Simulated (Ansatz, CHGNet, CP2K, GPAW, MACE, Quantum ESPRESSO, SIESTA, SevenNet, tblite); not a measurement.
**GPAW runs on Pt(100)/Be(0001) interface (64 atoms)**

Wanted: GPAW inputs and outputs for Pt(100)/Be(0001) interface (64 atoms), checked against a plane-wave reference.

Calculated with GPAW 26.7.0; the method is named at each step.

## Step 1: Set-up

The cell holds 64 atoms: 24 Pt and 40 Be. Cell: a = 7.883 Å, b = 6.126 Å, c = 15.503 Å, α = 90.0°, β = 90.0°, γ = 108.8°. Fcc Pt(100), 4 repeat layers, 6 surface cells, strained +0.45 and -1.26 %; hcp Be(0001), 2 layers, 10 cells, -0.45 and +1.29 %; outer planes 2.22 Å apart and 2.02 Å at the second interface of the periodic stack; not relaxed, displaced by a Gaussian of 0.02 Å. Then every atom was moved at random, 0.05 Å r.m.s. a Cartesian component. Regions: Pt, 24 atoms (24 Pt); Be, 40 atoms (40 Be). The structure's axis is c.

The yardstick, on the same geometry:

| Item | Value |
| --- | --- |
| method | Kohn-Sham DFT, PBE, PAW, plane waves (Ansatz 0.2.0); cutoff 420 eV, Γ point, fermi-dirac smearing of 0.05 eV; PAW set soft_2 |
| r.m.s. force component | 0.773 eV/Å |
| longest force | 2.886 eV/Å |
| pressure | 4.388 GPa |
| SCF cycles | 10 |
| time | 11 s on 4 threads of Arm Neoverse V1, shared host |
| CPU time | 32 s |

## Step 2: PBE, LCAO dzp, h 0.2 Å

Method: Kohn-Sham DFT, PBE, PAW, atomic orbitals (dzp).

File run.py:

```python
import numpy as np
from ase.io import read
from gpaw import GPAW, FermiDirac

atoms = read("structure.xyz")
atoms.calc = GPAW(
    mode="lcao",
    basis="dzp",
    h=0.2,
    xc="PBE",
    kpts={"size": (1, 1, 1), "gamma": True},
    occupations=FermiDirac(0.05),
    maxiter=200,
    symmetry={"point_group": False},
    txt="gpaw.txt",
)
energy = atoms.get_potential_energy(force_consistent=True)
forces = atoms.get_forces()
print(f"energy {energy:.6f} eV")
print("forces (eV/A)")
for i, (a, f) in enumerate(zip(atoms, forces)):
    print(f"{i:4d} {a.symbol:2s} {f[0]:10.5f} {f[1]:10.5f} {f[2]:10.5f}")
print(f"Fermi level {atoms.calc.get_fermi_level():.4f} eV")
for k in range(len(atoms.calc.get_ibz_k_points())):
    for s in range(atoms.calc.get_number_of_spins()):
        e = atoms.calc.get_eigenvalues(kpt=k, spin=s)
        n = np.searchsorted(e, atoms.calc.get_fermi_level())
        print(f"k {k} spin {s} levels about the Fermi level:", np.round(e[max(n - 6, 0):n], 4).tolist(), "|", np.round(e[n:n + 6], 4).tolist())
```

File structure.xyz:

```xyz
64
Lattice="7.88350 0.00000 0.00000 -1.97134 5.80046 0.00000 0.00000 0.00000 15.50256" Properties=species:S:1:pos:R:3 pbc="T T T"
Pt 3.94419 3.93410 0.00899
Pt 4.00467 1.90534 1.94433
Pt 3.98575 3.82668 3.96168
Pt 3.95596 1.97627 5.77904
Pt 5.90145 1.91270 0.00403
Pt 5.95702 0.05725 2.01967
Pt 5.88998 2.00934 3.94230
Pt 5.88192 0.00615 5.99344
Pt -0.05415 3.82065 15.42040
Pt 0.07069 2.00980 1.93332
Pt -0.07973 3.80429 3.88587
Pt -0.03873 1.95458 5.93919
Pt 2.03658 1.96415 0.01721
Pt -0.07965 5.73770 1.90914
Pt 2.01498 2.02842 3.95222
Pt -0.07429 5.75696 5.96849
Pt 3.93517 0.02448 0.07178
Pt 2.04893 3.84385 2.00448
Pt 1.90648 5.70812 3.99594
Pt 1.95525 3.82836 5.86074
Pt -1.94958 5.76937 0.00264
Pt 5.96317 3.79188 2.11796
Pt 7.82816 0.01856 4.00881
Pt 5.91754 3.89043 5.98492
Be 1.57232 0.54130 8.07342
Be -1.01079 5.04350 9.93916
Be 1.57895 0.45406 11.62475
Be -0.91907 5.10417 13.46552
Be -0.27382 3.96850 8.17341
Be 6.92007 2.77030 9.86598
Be -0.28750 4.05771 11.63932
Be -0.92437 2.85139 13.45700
Be -0.34868 1.67152 8.07575
Be 6.94178 0.46056 9.93296
Be -0.25289 1.55110 11.54507
Be 6.88378 0.47442 13.49219
Be 5.61745 5.13016 8.17093
Be 5.13115 3.96815 10.01620
Be 5.55493 5.18631 11.80566
Be 4.93463 4.03654 13.43514
Be 5.67400 2.82204 8.15233
Be 4.92934 1.62738 9.95450
Be 5.60019 2.84484 11.84954
Be 4.92061 1.64402 13.52304
Be 5.62600 0.47987 8.18101
Be 3.04971 5.19188 9.84831
Be 5.66255 0.42407 11.70381
Be 3.03395 5.07563 13.43467
Be 3.51233 3.94524 8.21341
Be 3.00937 2.92691 9.93916
Be 3.71084 3.93294 11.71373
Be 2.91947 2.81868 13.45669
Be 3.65133 1.58150 8.17853
Be 3.03552 0.50528 10.01310
Be 3.61208 1.76172 11.67064
Be 3.09148 0.44385 13.41995
[... 4 atom lines left out ...]
Be 1.69250 2.84089 8.12815
Be 1.03970 1.66148 9.83622
Be 1.76355 2.80974 11.78257
Be 0.98149 1.76989 13.50862
```

The run is started by

```console
$ OMP_NUM_THREADS=1 python run.py > output.txt
```

The program printed:

```text
energy -266.848747 eV
forces (eV/A)
   0 Pt   -0.39000   -0.03443   -1.43991
   1 Pt   -0.66202   -0.04472    0.24257
   2 Pt   -0.53180    1.88550   -0.54489
   3 Pt   -0.58195   -1.08386    2.17829
   4 Pt    0.64781    0.06813   -1.31856
   5 Pt    0.05421   -0.67251    0.43191
   6 Pt    0.03699   -3.04549    0.75676
   7 Pt    0.38690   -0.16360    0.86502
   8 Pt    0.57433    0.58470   -1.66842
   9 Pt   -0.52322   -1.78854    0.05459
  10 Pt    1.52903    1.75636    0.66659
  11 Pt    0.40048   -0.18548    0.99795
  12 Pt   -0.17374   -0.71523   -0.89403
  13 Pt    1.12212    1.08743    0.62430
  14 Pt   -1.57573   -2.77855   -0.28718
  15 Pt    1.17616   -0.07215    0.50325
  16 Pt    0.12143   -0.69992   -0.95504
  17 Pt    0.01564    0.93062   -0.07909
  18 Pt    0.72275    1.26596   -0.07477
  19 Pt    0.25383    0.69054    2.15213
  20 Pt    0.08768    0.14270   -0.85670
  21 Pt   -0.67404    1.43323   -1.60085
  22 Pt    0.53810    0.96408   -0.68279
  23 Pt   -0.15145    0.13215    2.49550
[...]
56 Be    0.40588   -0.57924   -1.33094
  57 Be   -0.57731   -0.25091   -0.46918
  58 Be    0.01618   -0.26116   -0.30614
  59 Be   -0.07203    0.63408    1.38646
  60 Be   -0.32594   -0.10212   -0.69811
  61 Be   -0.31470    0.40535    0.14324
  62 Be   -0.71357   -0.33304   -1.32642
  63 Be   -0.34568   -0.92224    0.21556
Fermi level 9.3925 eV
k 0 spin 0 levels about the Fermi level: [9.2098, 9.2217, 9.2343, 9.3058, 9.3495, 9.3791] | [9.4043, 9.4579, 9.4681, 9.5119, 9.5504, 9.5803]
```

gpaw.txt:

```text
Input parameters:
  mode=LCAO(),
  basis={'default': 'dzp'},
  h=0.2,
  kpts=MonkhorstPack(size=(1, 1, 1), gamma=True),
  maxiter=200,
  occupations=Occupations(name='fermi-dirac', width=0.05, fixmagmom=False),
  symmetry=Symmetry(point_group=False),
  xc=XC(name='PBE')
Unit cell  # Å
| periodic |         x |        y |         z |   lengths |     angles |
|----------|-----------|----------|-----------|-----------|------------|
|      yes |  7.883500 | 0.000000 |  0.000000 |  7.883500 |  90.000000 |
|      yes | -1.971340 | 5.800460 |  0.000000 |  6.126297 |  90.000000 |
|      yes |  0.000000 | 0.000000 | 15.502560 | 15.502560 | 108.770804 |
Number of symmetries: 1
Symmetry operations  # r_c * U_cc + t_c -> r_c
|   | kind |            matrix            |
|---|------|------------------------------|
| 0 |  E   |  1, 0, 0,  0, 1, 0,  0, 0, 1 |
BZ-sampling:
  Number of BZ points: 1
  Number of IBZ points: 1
  Monkhorst-Pack size: [1, 1, 1]
  Monkhorst-Pack shift: [0, 0, 0]
[... lines left out ...]
  Fermi-Dirac:
[... lines left out ...]
    Stencil: 8*3+1=25 point O(h^6) finite-difference Laplacian
xc functional:
  name: PBE with 2 nearest neighbor stencil
interpolation: tri-quintic # 5. degree polynomial
Initialization done in: 11.480 s
convergence criteria:
- Maximum [total energy] change in last 3 cyles: 0.0005 eV / valence electron
- Maximum integral of absolute [dens]ity change: 0.0001 electrons / valence electron
- Maximum integral of absolute [eigenst]ate change: 4e-08 eV^2 / valence electron
maximum number of iterations: 200
SCF iterations
|iter     |      energy | eigst |  dens |
|---------|-------------|-------|-------|
|iter:   1| -323.315858 |      c|       |
|iter:   2| -305.043910 |      c| -0.98 |
|iter:   3| -281.063007 |      c| -0.92 |
|iter:   4| -276.080348 |      c| -1.10 |
[...]
|iter:  10| -266.738364 |      c| -1.94 |
|iter:  11| -266.661937 |      c| -2.06 |
|iter:  12| -266.657417c|      c| -2.24 |
|iter:  13| -266.662677c|      c| -2.35 |
|iter:  14| -266.679071c|      c| -2.44 |
[...]
|iter:  21| -266.623288c|      c| -3.59 |
|iter:  22| -266.622833c|      c| -3.59 |
|iter:  23| -266.622886c|      c| -4.12c|
Converged in 23 steps
SCF loop duration: 481.613 s (20.940 s/step)
Energy contributions relative to reference atoms: (reference = -12024936.105363)
Energy contributions:
  Kinetic:           8.371700
  Coulomb:          30.513592
  Zero:             -4.068090
  External:          0.000000
  Xc:             -301.214228
  Entropy:          -0.451720
  Spinorbit:         0.000000
  ----------------------------
  Free energy:    -266.848747
  Extrapolated:   -266.622886
dipole moment: (-2.595271, -10.476622, -214.192660)  # |e|*Ang
Fermi level: 9.392
Eigenvalues  # (at kpt = [0.000, 0.000, 0.000])
| band index |      eig [eV] | occ [0-2] |
|------------|---------------|-----------|
|          0 |       -43.864 |     2.000 |
|        ... |               |           |
|        224 |         9.055 |     1.998 |
|        225 |         9.165 |     1.979 |
[...]
|        239 |         9.717 |     0.003 |
|        ... |               |           |
|        282 |        15.535 |     0.000 |
Gap: 0.025 eV
Transition (v -> c):
  (s=0, k=0, n=231, [0.00, 0.00, 0.00]) -> (s=0, k=0, n=232, [0.00, 0.00, 0.00])
No difference between direct/indirect transitions
Force computation time: 54.851  # s
timing:  # [seconds]
  Total:  547.976  # ━━━━━━━━━━━━━━━━━━━━━━━━━━━━━━━━━━━━━━━━━━━━━━━━━━━━━━━━
  Init:    11.479  # ━
  SCF:    481.613  # ━━━━━━━━━━━━━━━━━━━━━━━━━━━━━━━━━━━━━━━━━━━━━━━━━
  Forces:  54.851  # ━━━━━╸
```

Run time: 9.2 min. Hardware: 1 thread of Arm Neoverse V1, shared host; peak memory 1.1 GiB.

Banners, paths, timers and routine set-up lines are dropped from the logs unmarked, and long logs keep their key lines alone; longer cuts are marked.

Compared with the plane-wave run:

| Property | Result |
| --- | --- |
| r.m.s. force component | 0.8603 eV/Å |
| r.m.s. difference of force components | 116 meV/Å |
| longest difference of force vectors | 385.6 meV/Å |
| force difference over r.m.s. force | 15.01 % |
| slope of forces against the reference's | 1.108 |
| correlation of force components | 0.9956 |

Length of the force difference by element (eV/Å):

| element | atoms | mean | most |
| --- | --- | --- | --- |
| Be | 40 | 0.18 | 0.29 |
| Pt | 24 | 0.20 | 0.39 |

A closer look about Pt22, picked at random: 13 atoms, nearest first, numbered in the order of the input, with positions taken from that point.

| atom | x | y | z | distance (Å) | Fx | Fy | Fz (eV/Å) |
| --- | --- | --- | --- | --- | --- | --- | --- |
| Pt22 | 0.00 | 0.00 | 0.00 | 0.00 | -0.67 | 1.43 | -1.60 |
| Pt7 | -0.07 | -1.78 | 1.82 | 2.55 | 0.04 | -3.05 | 0.76 |
| Pt11 | 1.84 | 0.01 | 1.77 | 2.55 | 1.53 | 1.76 | 0.67 |
| Pt10 | 1.99 | -1.78 | -0.18 | 2.68 | -0.52 | -1.79 | 0.05 |
| Pt14 | 1.84 | 1.95 | -0.21 | 2.69 | 1.12 | 1.09 | 0.62 |
| Pt3 | -1.98 | 0.03 | 1.84 | 2.70 | -0.53 | 1.89 | -0.54 |
| Pt2 | -1.96 | -1.89 | -0.17 | 2.72 | -0.66 | -0.04 | 0.24 |
| Pt23 | -0.11 | 2.03 | 1.89 | 2.77 | 0.54 | 0.96 | -0.68 |
| Pt5 | -0.06 | -1.88 | -2.11 | 2.83 | 0.65 | 0.07 | -1.32 |
| Pt6 | -1.98 | 2.07 | -0.10 | 2.86 | 0.05 | -0.67 | 0.43 |
| Pt9 | 1.87 | 0.03 | -2.20 | 2.89 | 0.57 | 0.58 | -1.67 |
| Pt21 | -0.03 | 1.98 | -2.12 | 2.90 | 0.09 | 0.14 | -0.86 |
| Pt1 | -2.02 | 0.14 | -2.11 | 2.92 | -0.39 | -0.03 | -1.44 |

Atoms are counted from 1 here, from 0 in the log.

Forces lie 15 % from the reference's, at 17 times its CPU time (on 1 against 4 cores).

## Step 3: PBE, LCAO dzp, h 0.22 Å

Method: Kohn-Sham DFT, PBE, PAW, atomic orbitals (dzp).

Changes to run.py since step 2:

```diff
@@ -8,3 +8,3 @@
     basis="dzp",
-    h=0.2,
+    h=0.22,
     xc="PBE",
```

structure.xyz is that of step 2.

The program printed:

```text
energy -266.538561 eV
forces (eV/A)
   0 Pt   -0.38403   -0.02885   -1.43323
   1 Pt   -0.65733   -0.04732    0.24228
   2 Pt   -0.52664    1.88972   -0.54974
   3 Pt   -0.57921   -1.08398    2.16939
   4 Pt    0.64560    0.07153   -1.31634
   5 Pt    0.05617   -0.66985    0.42645
   6 Pt    0.03545   -3.05091    0.74961
   7 Pt    0.37722   -0.16421    0.85997
   8 Pt    0.57468    0.58712   -1.66716
   9 Pt   -0.52784   -1.78623    0.05236
  10 Pt    1.53517    1.75494    0.67512
  11 Pt    0.40175   -0.18861    1.00339
  12 Pt   -0.17211   -0.71448   -0.88993
  13 Pt    1.11685    1.09142    0.61714
  14 Pt   -1.56912   -2.78446   -0.29289
  15 Pt    1.16704   -0.06657    0.50852
  16 Pt    0.11971   -0.69384   -0.96018
  17 Pt    0.02219    0.93144   -0.08689
  18 Pt    0.72262    1.26245   -0.06963
  19 Pt    0.24891    0.69337    2.15952
  20 Pt    0.08406    0.14161   -0.85485
  21 Pt   -0.67164    1.43084   -1.61108
  22 Pt    0.53446    0.96208   -0.67662
  23 Pt   -0.14624    0.12898    2.49091
[...]
56 Be    0.40839   -0.57787   -1.32722
  57 Be   -0.57971   -0.24805   -0.46466
  58 Be    0.01092   -0.26117   -0.30705
  59 Be   -0.07154    0.63846    1.38783
  60 Be   -0.32289   -0.10148   -0.69677
  61 Be   -0.31363    0.40305    0.13954
  62 Be   -0.71772   -0.33399   -1.32028
  63 Be   -0.35281   -0.92612    0.20874
Fermi level 9.3928 eV
k 0 spin 0 levels about the Fermi level: [9.2102, 9.2221, 9.2345, 9.3062, 9.3498, 9.3796] | [9.4042, 9.4583, 9.4686, 9.5122, 9.5508, 9.5805]
```

gpaw.txt:

```text
Input parameters:
  mode=LCAO(),
  basis={'default': 'dzp'},
  h=0.22,
  kpts=MonkhorstPack(size=(1, 1, 1), gamma=True),
  maxiter=200,
  occupations=Occupations(name='fermi-dirac', width=0.05, fixmagmom=False),
  symmetry=Symmetry(point_group=False),
  xc=XC(name='PBE')
Unit cell  # Å
| periodic |         x |        y |         z |   lengths |     angles |
[... lines left out ...]
  Fermi-Dirac:
[... lines left out ...]
convergence criteria:
- Maximum [total energy] change in last 3 cyles: 0.0005 eV / valence electron
[... lines left out ...]
Converged in 23 steps
[... lines left out ...]
  Free energy:    -266.538561
  Extrapolated:   -266.312698
dipole moment: (-2.610703, -10.476444, -214.200833)  # |e|*Ang
Fermi level: 9.393
Eigenvalues  # (at kpt = [0.000, 0.000, 0.000])
| band index |      eig [eV] | occ [0-2] |
|------------|---------------|-----------|
|          0 |       -43.864 |     2.000 |
|        ... |               |           |
|        224 |         9.055 |     1.998 |
|        225 |         9.165 |     1.979 |
[...]
|        239 |         9.717 |     0.003 |
|        ... |               |           |
|        282 |        15.535 |     0.000 |
Gap: 0.025 eV
Transition (v -> c):
  (s=0, k=0, n=231, [0.00, 0.00, 0.00]) -> (s=0, k=0, n=232, [0.00, 0.00, 0.00])
No difference between direct/indirect transitions
Force computation time: 47.120  # s
timing:  # [seconds]
  Total:  477.628  # ━━━━━━━━━━━━━━━━━━━━━━━━━━━━━━━━━━━━━━━━━━━━━━━━━━━━━━━━
  Init:    10.655  # ━
  SCF:    419.822  # ━━━━━━━━━━━━━━━━━━━━━━━━━━━━━━━━━━━━━━━━━━━━━━━━━
  Forces:  47.121  # ━━━━━╸
```

Elapsed: 8 min, on 1 thread; peak memory 0.99 GiB.

Against the reference:

| Quantity | Value |
| --- | --- |
| r.m.s. force component | 0.8605 eV/Å |
| r.m.s. difference of force components | 116.5 meV/Å |
| longest difference of force vectors | 391.1 meV/Å |
| force difference over r.m.s. force | 15.07 % |
| slope of forces against the reference's | 1.108 |
| correlation of force components | 0.9956 |
| energy less the same-level run's | 4.847 meV/atom |
| r.m.s. force difference from the same-level run | 4.131 meV/Å |

This is a coarse setting, run to see what it loses.

Against the first run (15 %), the force difference from the reference is 15 %, at 0.87 times the CPU time: the change moves forces by 4.1 meV/Å r.m.s., so most of the difference comes from elsewhere.

## Step 4: All runs compared

Differences are against the plane-wave reference, forces as r.m.s. over components; share is that over the reference's r.m.s. force, slope the least-squares factor from reference forces to these. Total energies of different programs have different zeros and aren't compared.

| run | Δ force, r.m.s. (meV/Å) | share (%) | slope | cores | CPU time | memory (GiB) |
| --- | --- | --- | --- | --- | --- | --- |
| reference | - | - | - | 4 | 32 s | 1.0 |
| GPAW PBE, LCAO dzp, h 0.2 Å | 116 | 15.0 | 1.108 | 1 | 9.2 min | 1.1 |
| GPAW PBE, LCAO dzp, h 0.22 Å (coarse) | 116 | 15.1 | 1.108 | 1 | 8 min | 0.99 |

Rows marked coarse were listed beforehand as settings not expected to be converged; some can still land near the reference.

CPU time is summed over cores on a shared host, where runs went side by side, so it is rough. Symmetry, cutoffs, thresholds, outputs and thread counts weren't matched or tuned between programs; memory under MPI is the largest rank's times the ranks.

Within one program, basis, potentials and functional, energies share a zero. Each run against its twin at the usual cutoff or grid and solver:

| run | twin | Δ energy (meV/atom) | Δ force, r.m.s. (meV/Å) | CPU time over the twin's |
| --- | --- | --- | --- | --- |
| GPAW PBE, LCAO dzp, h 0.22 Å | LCAO dzp, h 0.2 Å | 4.85 | 4.13 | 0.87 |

A second geometry, displaced anew (every atom was moved at random, 0.04 Å r.m.s. a Cartesian component), gives an energy difference that all programs can be tested on. The reference puts it at -13.94 meV/atom.

| run | energy less the first geometry's (meV/atom) | error (meV/atom) | force share at the second geometry (%) |
| --- | --- | --- | --- |
| GPAW PBE, LCAO dzp, h 0.2 Å | -17.17 | -3.23 | 15.8 |
| GPAW PBE, LCAO dzp, h 0.22 Å | -17.13 | -3.19 | 15.7 |

## Step 5: Summary of results

```json
{"nearest in forces": "a tie at 15 % of 2 runs: GPAW PBE, LCAO dzp, h 0.2 Å; GPAW PBE, LCAO dzp, h 0.22 Å (coarse)"}
```

**Reading.** The PBE run in local orbitals, coarse settings apart, differs by 15 % (GPAW PBE, LCAO dzp, h 0.2 Å); basis, grid and potentials can all enter. Runs with settings chosen to be coarse differ by 15 % (GPAW PBE, LCAO dzp, h 0.22 Å), their programs' other errors included. None of the electronic-structure runs in the table takes under half the reference's CPU time of 32 s; they take 15 to 17 times as much. GPAW PBE, LCAO dzp, h 0.22 Å stiffens the forces by a factor of 1.11 while following their directions (correlation 0.996); the slopes of the 2 GPAW runs lie between 1.11 and 1.11. All runs miss the energy difference between the two geometries, -13.9 meV/atom in the reference, by about 3.2 meV/atom. The potentials hold different valence shells: 512 electrons in the reference, 464 in GPAW; this bears on time and differences. The cell is under 6 Å thick along one periodic direction, so every atom has periodic images of itself close by, which move with it and show among its neighbours and in g(r). The reference's stress is far from hydrostatic: its diagonal is 15.5, -0.2, -2.2 GPa, compression counted positive. The host structure and its lattice constant were typed by rule, without a check against the phase diagram. The reference's pressure of 4.4 GPa belongs to a cell and atoms that aren't relaxed at this level. The electronic-structure runs sample only Γ, in a cell whose shortest periodic width is 6 Å, which is coarse for a cell with partly filled levels. Spin–orbit coupling is left out, which matters for the levels of the heavy elements.

[Also dropped from logs without a mark: logging warnings of Python, and SIESTA's first energy breakdown and zero terms.]

[Logs are printed without paths, hosts, clocks, repeated set-up lines and the standing remarks that a program may print on its own settings, such as how far it seeks lower states.]

[Hosts, paths, dates, database ids (printed as entryN), source tags and the programs' standing remarks are cut or masked in the printed files.]
